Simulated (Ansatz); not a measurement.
# SrMn2: relaxing a made-up structure

Starting from a made-up structure for SrMn2, the aim is the relaxed cell, its shortest contacts and, where a second run follows, its electronic structure.

Method: DFT, PBE, plane-wave PAW, files of the set soft_1, scalar-relativistic, ferromagnetic start, cell and ions relaxed at zero pressure; PAW set soft_1, in the first sound run; inputs show where later runs differ, in Ansatz 0.2.0.

In doubt: warnings of the run leave room for a lower electronic state, so energies may not be the lowest and differences between runs may mislead.

### 1. Set-up

Symmetry: I4/mmm, No. 139, tetragonal system. Conventional cell: a = 3.534 Å, b = 3.534 Å, c = 11.801 Å, α = 90.00°, β = 90.00°, γ = 90.00°. Nearest to Sr lie 8 Mn at 3.28 Å and 4 Sr at 3.53 Å. Mn has 4 Mn at 2.99 Å and 4 Sr at 3.28 Å nearest. Farther neighbours are not listed.

### 2. Relaxing cell and atoms

The guess takes its coordinates from another compound and its volume from a rule, so the cell and any free coordinates are relaxed together.

The input, input.yaml:

```yaml
crystal:
  lattice:
    - [-1.767, 1.767, 5.9005]
    - [1.767, -1.767, 5.9005]
    - [1.767, 1.767, -5.9005]
  atoms:
    - { symbol: Sr, position: [0.5, 0.5, 0.0] }
    - { symbol: Mn, position: [0.1806, 0.1806, 0.0], spin: 4.0 }
    - { symbol: Mn, position: [0.8194, 0.8194, 0.0], spin: 4.0 }
magnetization:
  spin_polarized: true
kpoints:
  mp_grid: { grid: [11, 11, 11] }
scf:
  occupations: { method: fermi_dirac, width: 0.05 }
hamiltonian:
  xc: pbe
  pseudopotentials: { kind: paw, azcp: { folder: soft_1 } }
relax:
  f_tol: 0.015
  max_steps: 70
  cell: {}
output:
  forces: true
  stress: true
```

On the command line:

```
$ ansatz run input.yaml --threads 4 --pin off --max-ram 10240MiB --backend cpu --events-out ev --progress --plain --runs-dir out
```

Numbers of over 12 decimals in the logs are rounded to 6 here.

Log:

```text
basis.fft_grid_basis auto: the FFT boxes are laid along the combinations [[1, 0, 1], [0, 1, 1], [0, 0, 1]] of the cell's own vectors, 3.534, 3.534 and 6.408 Å long. The dense box has 24×24×45 points. Along the cell's own vectors, as sized, it would have 45×45×45, 3.52 times as many. Of the 16 symmetry operations that the crystal satisfies within crystal.symmetry.tolerance (time reversal apart; of a slab, those that k [...]
Engine: ansatz 0.2.0, aarch64-unknown-linux-gnu
Pseudopotentials: kind: paw
Pseudopotential: Sr, paw, valence charge 10, recommended cutoff 420 eV (normal), soft_1/Sr.paw.azcp
Pseudopotential: Mn, paw, valence charge 15, recommended cutoff 420 eV (normal), soft_1/Mn.paw.azcp
Functional definition: PBE
  parameter kappa = 0.804
  parameter beta = 0.066725
  exchange = pbe_x(kappa = kappa, mu = beta*pi^2/3)
  correlation = pbe_c(beta = beta)
Crystal: 3 atoms, lattice volume = 73.692 Å³
Basis set: ecut = 420 eV, 1419 PW (Γ), FFT grids on a1+a3, a2+a3, a3, exchange–correlation on 48×48×90 points (8 copies of the dense FFT grid, shifted against one another)
Bands: 29, of which v1, the nominal top of the filled ones, is band 20 counted from 1 (19 counted from 0)
Symmetry: 16 space group operations
Space group: I4/mmm (ITA 139), of the structure as read, at distance tolerance 4.2e-5 Å
Magnetic group: BNS 139.531 (UNI 1191), of the structure as read, at distance tolerance 4.2e-5 Å
k-points: 126 of 1331
Non-local potential: Sr, projectors of the file, l = 0: 3, l = 1: 2, l = 2: 2
Non-local potential: Mn, projectors of the file, l = 0: 3, l = 1: 2, l = 2: 3, l = 3: 1
PAW form: soft (Blöchl's): semilocal exchange-correlation on the pseudo side does not see the compensation charge
PAW one-centre angular grid: Sr, 110 points (default); XC on 64 Gauss nodes
PAW one-centre angular grid: Mn, 590 points (default); XC on 64 Gauss nodes
Initial density: superposition of atomic densities (chi_scale 0.1, normalization cell, long waves kept (reshape's long-wave potential 0.01 eV rms))
Starting moments: Σ|m| = 8 μB on 2 of 3 sites
Initial wavefunctions: pseudopotential atomic-orbital guess
Functional: x = pbe(κ = 0.804, μ = 0.219515), c = pbe(β = 0.066725)
SCF iter   1: F=—  HF=-11339.529446 eV  |F-HF|=—  |Δ(HF+E_count)|=         —  Δρ=2.93e-2 (↑1.22e-2 ↓2.93e-2)  dr2=3.08e0  dr2_m=8.95e-2  M=8.226 μB ∫|m|=8.465 μB  β_m=0.30  ethr=3.10e-3  ⟨swp⟩=8.4  Hψ=39490  notcnv=0
Mixer restart at iter 1: flushing history
preconditioner: auto → Kerker (q_TF=auto, 2.464 Å⁻¹)  [metal: Δε(μ)=0.001 eV  Ē_g=8.536 eV  σ=0.050 eV  W_gap=0.00  n_scr=20 (ndim 8)  ℏωp=20.3 eV  f_vac=0.000  D(μ)=2.81/eV (n_scr^D=24)]
spin=Collinear: Kerker preconditioning applied to the charge; magnetization (m = ρ↑ − ρ↓) channel mixes plain (no charge-response kernel on spin).
SCF iter   2: F=—  HF=-11339.129362 eV  |F-HF|=—  |Δ(HF+E_count)|=   4.00e-1  Δρ=1.68e-2 (↑1.40e-2 ↓1.68e-2)  dr2=1.04e0  dr2_m=1.13e-1  M=8.235 μB ∫|m|=8.488 μB  β_m=0.43  ethr=3.10e-3  ⟨swp⟩=2.4  Hψ=12343  notcnv=0  defer=343
SCF iter   3: F=—  HF=-11339.259785 eV  |F-HF|=—  |Δ(HF+E_count)|=   1.30e-1  Δρ=1.02e-2 (↑1.02e-2 ↓5.08e-3)  dr2=1.54e-1  dr2_m=2.38e-2  M=8.185 μB ∫|m|=8.486 μB  β_m=0.57  ethr=2.60e-3  ⟨swp⟩=2.0  Hψ=9072  notcnv=0  defer=351
SCF iter   4: F=—  HF=-11339.444295 eV  |F-HF|=—  |Δ(HF+E_count)|=         —  Δρ=4.63e-3 (↑4.09e-3 ↓4.63e-3)  dr2=4.64e-2  dr2_m=1.22e-3  M=8.114 μB ∫|m|=8.464 μB  β_m=0.57  ethr=3.86e-4  ⟨swp⟩=2.1  Hψ=12239  notcnv=0  defer=359
Mixer restart at iter 4: flushing history
SCF iter   5: F=—  HF=-11339.474077 eV  |F-HF|=—  |Δ(HF+E_count)|=   2.98e-2  Δρ=2.80e-3 (↑1.46e-3 ↓2.80e-3)  dr2=8.40e-3  dr2_m=1.96e-3  M=8.094 μB ∫|m|=8.453 μB  β_m=0.75  ethr=1.16e-4  ⟨swp⟩=2.0  Hψ=11491  notcnv=0  defer=360
SCF iter   6: F=—  HF=-11339.479354 eV  |F-HF|=—  |Δ(HF+E_count)|=   5.28e-3  Δρ=1.82e-3 (↑1.35e-3 ↓1.82e-3)  dr2=9.90e-3  dr2_m=1.36e-4  M=8.085 μB ∫|m|=8.455 μB  β_m=0.73  ethr=2.10e-5  ⟨swp⟩=2.2  Hψ=12318  notcnv=0  defer=359
SCF iter   7: F=—  HF=-11339.478223 eV  |F-HF|=—  |Δ(HF+E_count)|=   1.13e-3  Δρ=1.21e-3 (↑1.21e-3 ↓6.93e-4)  dr2=1.66e-3  dr2_m=6.71e-5  M=8.084 μB ∫|m|=8.461 μB  β_m=0.86  ethr=2.10e-5  ⟨swp⟩=2.6  Hψ=12368  notcnv=0  defer=362
SCF iter   8: F=—  HF=-11339.478992 eV  |F-HF|=—  |Δ(HF+E_count)|=   7.69e-4  Δρ=2.48e-4 (↑2.48e-4 ↓1.95e-4)  dr2=1.63e-4  dr2_m=1.12e-5  M=8.089 μB ∫|m|=8.466 μB  β_m=0.93  ethr=4.15e-6  ⟨swp⟩=2.1  Hψ=11573  notcnv=0  defer=362
SCF iter   9: F=—  HF=-11339.479045 eV  |F-HF|=—  |Δ(HF+E_count)|=   5.34e-5  Δρ=4.91e-5 (↑3.56e-5 ↓4.91e-5)  dr2=1.29e-5  dr2_m=3.56e-7  M=8.092 μB ∫|m|=8.470 μB  β_m=0.97  ethr=4.07e-7  ⟨swp⟩=2.0  Hψ=9340  notcnv=0  defer=362
SCF iter  10: F=—  HF=-11339.479044 eV  |F-HF|=—  |Δ(HF+E_count)|=   1.36e-6  Δρ=9.24e-6 (↑9.24e-6 ↓7.05e-6)  dr2=2.41e-7  dr2_m=1.58e-8  M=8.092 μB ∫|m|=8.471 μB  β_m=0.98  ethr=3.22e-8  ⟨swp⟩=2.0  Hψ=9352  notcnv=0  defer=362
SCF iter  11: F=—  HF=-11339.479044 eV  |F-HF|=—  |Δ(HF+E_count)|=   1.61e-7  Δρ=3.91e-6 (↑2.28e-6 ↓3.91e-6)  dr2=2.33e-8  dr2_m=2.45e-9  M=8.092 μB ∫|m|=8.471 μB  β_m=0.99  ethr=6.03e-10  ⟨swp⟩=2.0  Hψ=10121  notcnv=0  defer=362
SCF iter  12: F=-11339.479044 eV  HF=-11339.479044 eV  |F-HF|=3.54e-9  |Δ(HF+E_count)|=   1.73e-8  Δρ=1.52e-6 (↑7.57e-7 ↓1.52e-6)  dr2=4.96e-9  dr2_m=1.98e-10  M=8.092 μB ∫|m|=8.471 μB  ethr=5.82e-11  ⟨swp⟩=2.2  Hψ=22623  notcnv=0
SCF 1 converged in 12 iterations: F = -11339.479044 eV  dr2 = 4.96e-9
  greatest PAW one-centre occupation: 1.000 electrons in one spin orbital (limit 2), on the Mn atom at site 2 (counted from 0), in its partial waves of l = 0
relax step   1: F+E_penalty+E_count = -11339.47904378 eV  Δ(F+E_penalty+E_count) = +0.000e0 eV  max|allowed force component| = 1.120e0 eV/Å  Δτ_max = 0.0000 Å  P = -0.932 GPa  Ω = 73.692 Å³  (12 SCF iters, dr2 threshold 1.00e-7 eV, accepted)
Crystal: 3 atoms, lattice volume = 73.508 Å³
Initial density: handed on by an earlier stage of this run
Starting moments: Σ|m| = 8 μB on 2 of 3 sites; this step starts from the density that it was given
Initial wavefunctions: those handed on with the density
iter 1 solved again at ethr=1.13e-3 eV; its pass at ethr=3.10e-3 eV (dr2=4.52e-1 eV) is discarded
SCF iter   1: F=—  HF=-11339.708705 eV  |F-HF|=—  |Δ(HF+E_count)|=         —  Δρ=1.48e-2 (↑1.10e-2 ↓1.48e-2)  dr2=4.34e-1  dr2_m=9.10e-2  M=7.839 μB ∫|m|=8.181 μB  β_m=0.30  ethr=1.13e-3  ⟨swp⟩=1.0  Hψ=39244  notcnv=0
[...]
SCF iter   8: F=-11339.742994 eV  HF=-11339.742994 eV  |F-HF|=8.65e-8  |Δ(HF+E_count)|=   1.44e-7  Δρ=7.04e-6 (↑2.86e-6 ↓7.04e-6)  dr2=1.09e-7  dr2_m=4.73e-9  M=7.775 μB ∫|m|=8.167 μB  ethr=1.57e-10  ⟨swp⟩=2.7  Hψ=23996  notcnv=0
SCF 3 converged in 8 iterations: F = -11339.742994 eV  dr2 = 1.09e-7
relax step   3: F+E_penalty+E_count = -11339.74299396 eV  Δ(F+E_penalty+E_count) = -8.865e-3 eV  max|allowed force component| = 3.548e-2 eV/Å  Δτ_max = 0.0335 Å  P = +0.055 GPa  Ω = 71.980 Å³  energy of the carried Pulay correction = +6.142e-4 eV  (8 SCF iters, dr2 threshold 3.00e-7 eV, accepted)
[...]
relax step   4: F+E_penalty+E_count = -11339.74358544 eV  Δ(F+E_penalty+E_count) = -5.915e-4 eV  max|allowed force component| = 1.252e-3 eV/Å  Δτ_max = 0.0056 Å  P = -0.017 GPa  Ω = 72.057 Å³  energy of the carried Pulay correction = +5.861e-4 eV  (7 SCF iters, dr2 threshold 1.19e-7 eV, accepted)
[...]
relax step   5: F+E_penalty+E_count = -11339.74371897 eV  Δ(F+E_penalty+E_count) = -1.335e-4 eV  max|allowed force component| = 5.238e-3 eV/Å  Δτ_max = 0.0000 Å  P = +0.002 GPa  Ω = 72.026 Å³  energy of the carried Pulay correction = +5.975e-4 eV  (6 SCF iters, dr2 threshold 4.63e-8 eV, accepted)
Initial wavefunctions: pseudopotential atomic-orbital guess (no wavefunctions were taken with the density)
iter 1 solved again at ethr=4.36e-6 eV; its pass at ethr=3.10e-3 eV (dr2=1.75e-3 eV) is discarded
SCF iter   1: F=—  HF=-11339.743061 eV  |F-HF|=—  |Δ(HF+E_count)|=         —  Δρ=2.03e-5 (↑1.64e-5 ↓2.03e-5)  dr2=4.50e-7  dr2_m=1.16e-8  M=7.784 μB ∫|m|=8.176 μB  β_m=0.65  ethr=4.36e-6  ⟨swp⟩=3.3  Hψ=57039  notcnv=0
eigensolver tolerance schedule: the retry pair's looser diagonalisation over-reported the residual by 3877.47 of it (diagonalisation noise at an unbounded share of the residual, at the tolerance the schedule requests for it); recorded, not acted on — ethr = c·dr2/N_el stays at c = 1.0e-1
preconditioner: auto → Kerker (q_TF=auto, 2.014 Å⁻¹)  [metal: Δε(μ)=0.002 eV  Ē_g=8.710 eV  σ=0.050 eV  W_gap=0.01  n_scr=10 (ndim 8)  ℏωp=20.5 eV  f_vac=0.000  D(μ)=3.36/eV (n_scr^D=32)]
spin=Collinear: Kerker preconditioning applied to the charge; magnetization (m = ρ↑ − ρ↓) channel mixes plain (no charge-response kernel on spin).
SCF iter   2: F=—  HF=-11339.743065 eV  |F-HF|=—  |Δ(HF+E_count)|=   3.68e-6  Δρ=8.59e-6 (↑8.59e-6 ↓8.07e-6)  dr2=1.39e-7  dr2_m=2.43e-9  M=7.784 μB ∫|m|=8.176 μB  β_m=0.64  ethr=1.13e-9  ⟨swp⟩=3.2  Hψ=15519  notcnv=0
SCF iter   3: F=—  HF=-11339.743065 eV  |F-HF|=—  |Δ(HF+E_count)|=   4.61e-8  Δρ=5.60e-6 (↑5.60e-6 ↓3.22e-6)  dr2=3.35e-8  dr2_m=1.09e-9  M=7.784 μB ∫|m|=8.176 μB  β_m=0.51  ethr=3.47e-10  ⟨swp⟩=2.0  Hψ=9381  notcnv=0
SCF iter   4: F=—  HF=-11339.743065 eV  |F-HF|=—  |Δ(HF+E_count)|=   2.87e-8  Δρ=2.60e-6 (↑1.19e-6 ↓2.60e-6)  dr2=6.01e-9  dr2_m=6.29e-10  M=7.784 μB ∫|m|=8.176 μB  β_m=0.76  ethr=8.37e-11  ⟨swp⟩=2.2  Hψ=11263  notcnv=0
SCF iter   5: F=—  HF=-11339.743065 eV  |F-HF|=—  |Δ(HF+E_count)|=   4.88e-8  Δρ=2.37e-6 (↑9.10e-7 ↓2.37e-6)  dr2=6.00e-9  dr2_m=1.31e-9  M=7.784 μB ∫|m|=8.176 μB  β_m=0.88  ethr=1.50e-11  ⟨swp⟩=2.5  Hψ=12310  notcnv=0
SCF iter   6: F=—  HF=-11339.743065 eV  |F-HF|=—  |Δ(HF+E_count)|=   2.65e-8  Δρ=4.97e-7 (↑4.01e-7 ↓4.97e-7)  dr2=7.56e-10  dr2_m=6.85e-11  M=7.784 μB ∫|m|=8.176 μB  β_m=0.91  ethr=1.50e-11  ⟨swp⟩=2.3  Hψ=12269  notcnv=0
SCF iter   7: F=—  HF=-11339.743065 eV  |F-HF|=—  |Δ(HF+E_count)|=  2.55e-11  Δρ=2.88e-7 (↑2.88e-7 ↓2.42e-7)  dr2=2.19e-10  dr2_m=2.71e-12  M=7.784 μB ∫|m|=8.176 μB  β_m=0.96  ethr=1.89e-12  ⟨swp⟩=2.1  Hψ=9246  notcnv=0
SCF iter   8: F=—  HF=-11339.743065 eV  |F-HF|=—  |Δ(HF+E_count)|=  2.46e-10  Δρ=2.83e-8 (↑2.01e-8 ↓2.83e-8)  dr2=1.63e-12  dr2_m=1.04e-13  M=7.784 μB ∫|m|=8.176 μB  β_m=0.98  ethr=1.00e-12  ⟨swp⟩=2.0  Hψ=9366  notcnv=0
SCF iter   9: F=-11339.743065 eV  HF=-11339.743065 eV  |F-HF|=1.82e-12  |Δ(HF+E_count)|=  5.46e-12  Δρ=9.43e-9 (↑8.26e-9 ↓9.43e-9)  dr2=2.06e-13  dr2_m=8.62e-15  M=7.784 μB ∫|m|=8.176 μB  ethr=1.00e-12  ⟨swp⟩=4.8  Hψ=29133  notcnv=0
SCF 6 converged in 9 iterations: F = -11339.743065 eV  dr2 = 2.06e-13
relax step   6: F+E_penalty+E_count = -11339.74306487 eV  Δ(F+E_penalty+E_count) = +6.541e-4 eV  max|allowed force component| = 5.161e-3 eV/Å  Δτ_max = 0.0000 Å  P = +0.010 GPa  Ω = 72.026 Å³  stress off target by 2.79e-2 GPa  SCF on the basis re-selected at this cell (its energy is not comparable with the rows above)  (9 SCF iters)
basis re-selected at this cell: Δ(F+E_penalty+E_count) = +6.541e-4 eV, ΔP = +0.008 GPa vs the last step (what re-selecting the basis moved, of the pressure what is left beyond the Pulay correction that the steps carried, after the strain that the cell walked since its last selection, with what the two solves' SCF thresholds leave and, on support functions, any second-order correction that the steps lacked; it is no m [...]
WARN: an SCF from antiferromagnetic starting moments (0.00, -4.00, 4.00 Bohr magnetons, atom by atom) was not made, by what the run has read of turns of its moments that order reads lower: the deck asks for what bars it, or types moments that do (magnetization.spin_polarized, in the input reference, names some of the keys), or the run goes by scf.lower_state_search: light, the default, which as a rule tries one only behind a close that has lost an order of both signs, or on which an open d or half-filled 4f shell of a PAW file has lost a moment that was set nearer to Hund's than to what is left; [rest of the remark cut]
SCF converged after 9 iterations
Magnetization: 7.7839 μB (23.8919 up, 16.1081 down)
Absolute magnetization: 8.1752 μB (∫|ρ↑−ρ↓|, with the PAW one-centre terms)
Spin contamination: 0.3275 ħ² per cell (⟨S²⟩ above its minimum at these occupations)
Per-site moments (μB) at R_I (Å): [(-0.066643, 1.403345), (3.802495, 1.135292), (3.802495, 1.135292)]
Free energy (F): -11339.743065 eV
Harris-Foulkes:  -11339.743065 eV  (|F-HF|=1.82e-12)
Internal energy: -11339.715423 eV  (E = F + TS)
E sigma→0 (E₀):  -11339.729244 eV
Entropy (-TS):   -0.027642 eV (-9.214 meV/atom)
Fermi energy:    9.718388 eV
--- Per-component energies (eV) ---
  E_band       = -705.077190
  E_kinetic    = 858.980849
  E_local      = -6302.871795  (includes V_loc(G=0)·N_el)
  E_nonlocal   = 1162.401365
  E_hartree    = 2377.084841
  E_xc         = -388.132628
  E_vxc        = -427.262368  (∫ρ·V_xc dr)
  E_paw        = -5351.107330  (= ΣΔE_a)
  E_vpaw       = -750.495154  (= ΣTr[D̂ρ^β])
  E_aug_tail   = 0.000195  (compensation charges beyond the density's cutoff)
  E_ewald      = -3696.070920
  E_smearing   = -0.027642  (= −TS)
  E_closure    = -0.000000  (closes the sum)
  Σ components = -11339.743065   (vs F -11339.743065, Δ=0.00e0)
--- Forces (eV/Å), atoms counted from 1 ---
  atom   1  Sr     0.00000000     0.00000000     0.00000000
  atom   2  Mn    -0.00000000     0.00000000     0.00516097
  atom   3  Mn     0.00000000     0.00000000    -0.00516097
  max |Σ_I F_I| component: 3.47e-18 eV/Å
--- Stress (GPa, compression-positive) ---
        0.027879      -0.000000       0.000000
       -0.000000       0.027879      -0.000000
        0.000000       0.000000      -0.024681
  P = ⅓ Tr σ = 0.0104 GPa (0.104 kbar)
--- Relaxed structure (5 steps of the walk, 5 accepted, 1 SCFs on fresh bases) ---
  F+E_penalty+E_count = -11339.74306487 eV   max|allowed force component| = 5.161e-3 eV/Å   (the final SCF, on the basis selected at the relaxed cell)
  cell:  # Å, volume = 72.0256 Å³
    - [-1.760116, 1.760116, 5.812252]
    - [1.760116, -1.760116, 5.812252]
    - [1.760116, 1.760116, -5.812252]
  atoms:
    - { symbol: Sr, position: [0.500000, 0.500000, 0] }
    - { symbol: Mn, position: [0.199495, 0.199495, 0] }
    - { symbol: Mn, position: [0.800505, 0.800505, 0] }
```

Run time: 56 s. Hardware: 4 threads of Arm Neoverse V1, shared host; peak memory 0.65 GiB; 3.5 min of CPU time.

The steps of the relaxation:

| step | energy less that of the first step (eV) | largest force component (eV/Å) | pressure (GPa) | volume (Å³) |
| --- | --- | --- | --- | --- |
| 1 | 0.0000 | 1.1199 | -0.93 | 73.69 |
| 2 | -0.2551 | 0.1626 | -0.89 | 73.51 |
| 3 | -0.2640 | 0.0355 | 0.05 | 71.98 |
| 4 | -0.2645 | 0.0013 | -0.02 | 72.06 |
| 5 | -0.2647 | 0.0052 | 0.00 | 72.03 |
| 6* | -0.2640 | 0.0052 | 0.01 | 72.03 |

Relaxation steps marked * repeat the geometry before them on a plane-wave basis chosen anew for their cell, so energy and pressure can jump there.

Forces are held to the 16 operations that the run works with; a distortion that breaks them can't arise in this run.

| conventional cell, symmetrised | before | after | change |
| --- | --- | --- | --- |
| a (Å) | 3.534 | 3.520 | -0.4 % |
| b (Å) | 3.534 | 3.520 | -0.4 % |
| c (Å) | 11.801 | 11.625 | -1.5 % |
| volume (Å³/atom) | 24.56 | 24.01 | -2.3 % |

The atoms that moved most (Å, as changes of fractional coordinates times the final cell):

| atom | dx | dy | dz | length |
| --- | --- | --- | --- | --- |
| Mn2 | 0.000 | 0.000 | 0.220 | 0.220 |
| Mn3 | 0.000 | 0.000 | -0.220 | 0.220 |

The relaxed structure:

```xyz
3
Lattice="-1.7601 1.7601 5.8123 1.7601 -1.7601 5.8123 1.7601 1.7601 -5.8123" Properties=species:S:1:pos:R:3 pbc="T T T"
Sr    0.0000    0.0000    5.8123
Mn    0.0000    0.0000    2.3190
Mn    0.0000    0.0000    9.3055
```

This step gave:

```yaml
free_energy: -11339.7431 eV
energy_at_zero_smearing: -11339.7292 eV
smearing_term_ts: 0.02764 eV
fermi_energy: 9.718 eV
magnetization: 7.784 μB
absolute_magnetization: 8.175 μB
site_moments: -0.06664, 3.802, 3.802 μB
electrons: 40
symmetry_operations: 16
pressure: 0.01036 GPa
```

Site moment by atom:

| atom | site moment (μB) |
| --- | --- |
| Sr1 | -0.07 |
| Mn2 | 3.80 |
| Mn3 | 3.80 |

The shortest distance of each pair, which need not be the same contact before and after:

| pair | guess (Å) | relaxed (Å) |
| --- | --- | --- |
| Mn–Mn | 2.988 | 2.752 |
| Mn–Sr | 3.284 | 3.402 |
| Sr–Sr | 3.534 | 3.520 |

The relaxation ends with a largest force component of 0.0052 eV/Å and a pressure of 0.01 GPa.

(Continued in part 2 of 2.)

[Logs are printed without paths, hosts, clocks, repeated set-up lines and the standing remarks that a program may print on its own settings, such as how far it seeks lower states.]

[Hosts, paths, dates, database ids (printed as entryN), source tags and the programs' standing remarks are cut or masked in the printed files.]
